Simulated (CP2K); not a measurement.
Two runs for the C K edge of 2-acetylpyrimidine. Run A: CP2K XAS_TDP, all-electron GAPW, PBEh(45%), aug-cc-pVDZ, TDA, no relativity. Run B differs in one setting.

First lines with a strength over 0.0015. A:

| atom | energy (eV) | states | strength, one atom |
| --- | --- | --- | --- |
| C1 (bonded to C and 3 H) | 283.98 | 1 | 0.0047 |
|  | 284.43 | 1 | 0.0122 |
|  | 284.81 | 1 | 0.0175 |
|  | 285.06 | 1 | 0.0076 |
|  | 285.16 | 1 | 0.0045 |
| C2 (bonded to 2 C and O) | 281.62 | 1 | 0.0598 |
|  | 286.10 | 1 | 0.0141 |
|  | 288.15 | 2 | 0.0017 |
|  | 288.26 | 1 | 0.0019 |
|  | 288.56 | 1 | 0.0030 |
| C4 (bonded to C and 2 N) | 281.84 | 1 | 0.0492 |
|  | 286.04 | 1 | 0.0154 |
|  | 288.59 | 1 | 0.0016 |
|  | 289.11 | 1 | 0.0110 |
|  | 289.58 | 1 | 0.0044 |
| C6 (bonded to C, N and H) | 281.51 | 1 | 0.0589 |
|  | 285.77 | 1 | 0.0121 |
|  | 286.78 | 1 | 0.0039 |
|  | 286.83 | 1 | 0.0048 |
|  | 287.36 | 1 | 0.0017 |
| C7 (bonded to 2 C and H) | 281.16 | 1 | 0.0477 |
|  | 284.62 | 1 | 0.0129 |
|  | 285.65 | 1 | 0.0101 |
|  | 286.02 | 1 | 0.0029 |
|  | 287.38 | 1 | 0.0056 |

B:

| atom | energy (eV) | states | strength, one atom |
| --- | --- | --- | --- |
| C1 (bonded to C and 3 H) | 290.36 | 1 | 0.0046 |
|  | 290.81 | 1 | 0.0119 |
|  | 291.19 | 1 | 0.0171 |
|  | 291.44 | 1 | 0.0074 |
|  | 291.54 | 1 | 0.0044 |
| C2 (bonded to 2 C and O) | 288.03 | 1 | 0.0585 |
|  | 292.50 | 1 | 0.0138 |
|  | 294.56 | 2 | 0.0016 |
|  | 294.66 | 1 | 0.0019 |
|  | 294.96 | 1 | 0.0029 |
| C4 (bonded to C and 2 N) | 287.12 | 1 | 0.0483 |
|  | 291.32 | 1 | 0.0152 |
|  | 293.87 | 1 | 0.0016 |
|  | 294.39 | 1 | 0.0108 |
|  | 294.86 | 1 | 0.0043 |
| C6 (bonded to C, N and H) | 287.38 | 1 | 0.0577 |
|  | 291.65 | 1 | 0.0118 |
|  | 292.66 | 1 | 0.0038 |
|  | 292.70 | 1 | 0.0047 |
|  | 293.23 | 1 | 0.0016 |
| C7 (bonded to 2 C and H) | 286.91 | 1 | 0.0467 |
|  | 290.38 | 1 | 0.0127 |
|  | 291.40 | 1 | 0.0099 |
|  | 291.77 | 1 | 0.0028 |
|  | 293.13 | 1 | 0.0055 |

Which was it: the functional, GW2X switched on, the basis, scalar relativity switched on?

GW2X switched on. GW2X shifts an atom's lines together and keeps their spacings. Against PBEh(45%) in aug-cc-pVDZ, the leading lines move by +6.38 eV (C1, to 290.81), +6.41 eV (C2, to 288.03), +5.28 eV (C4, to 287.12), +5.87 eV (C6, to 287.38) and +5.75 eV (C7, to 286.91).

[Hosts, paths, dates, database ids (printed as entryN), source tags and the programs' standing remarks are cut or masked in the printed files.]
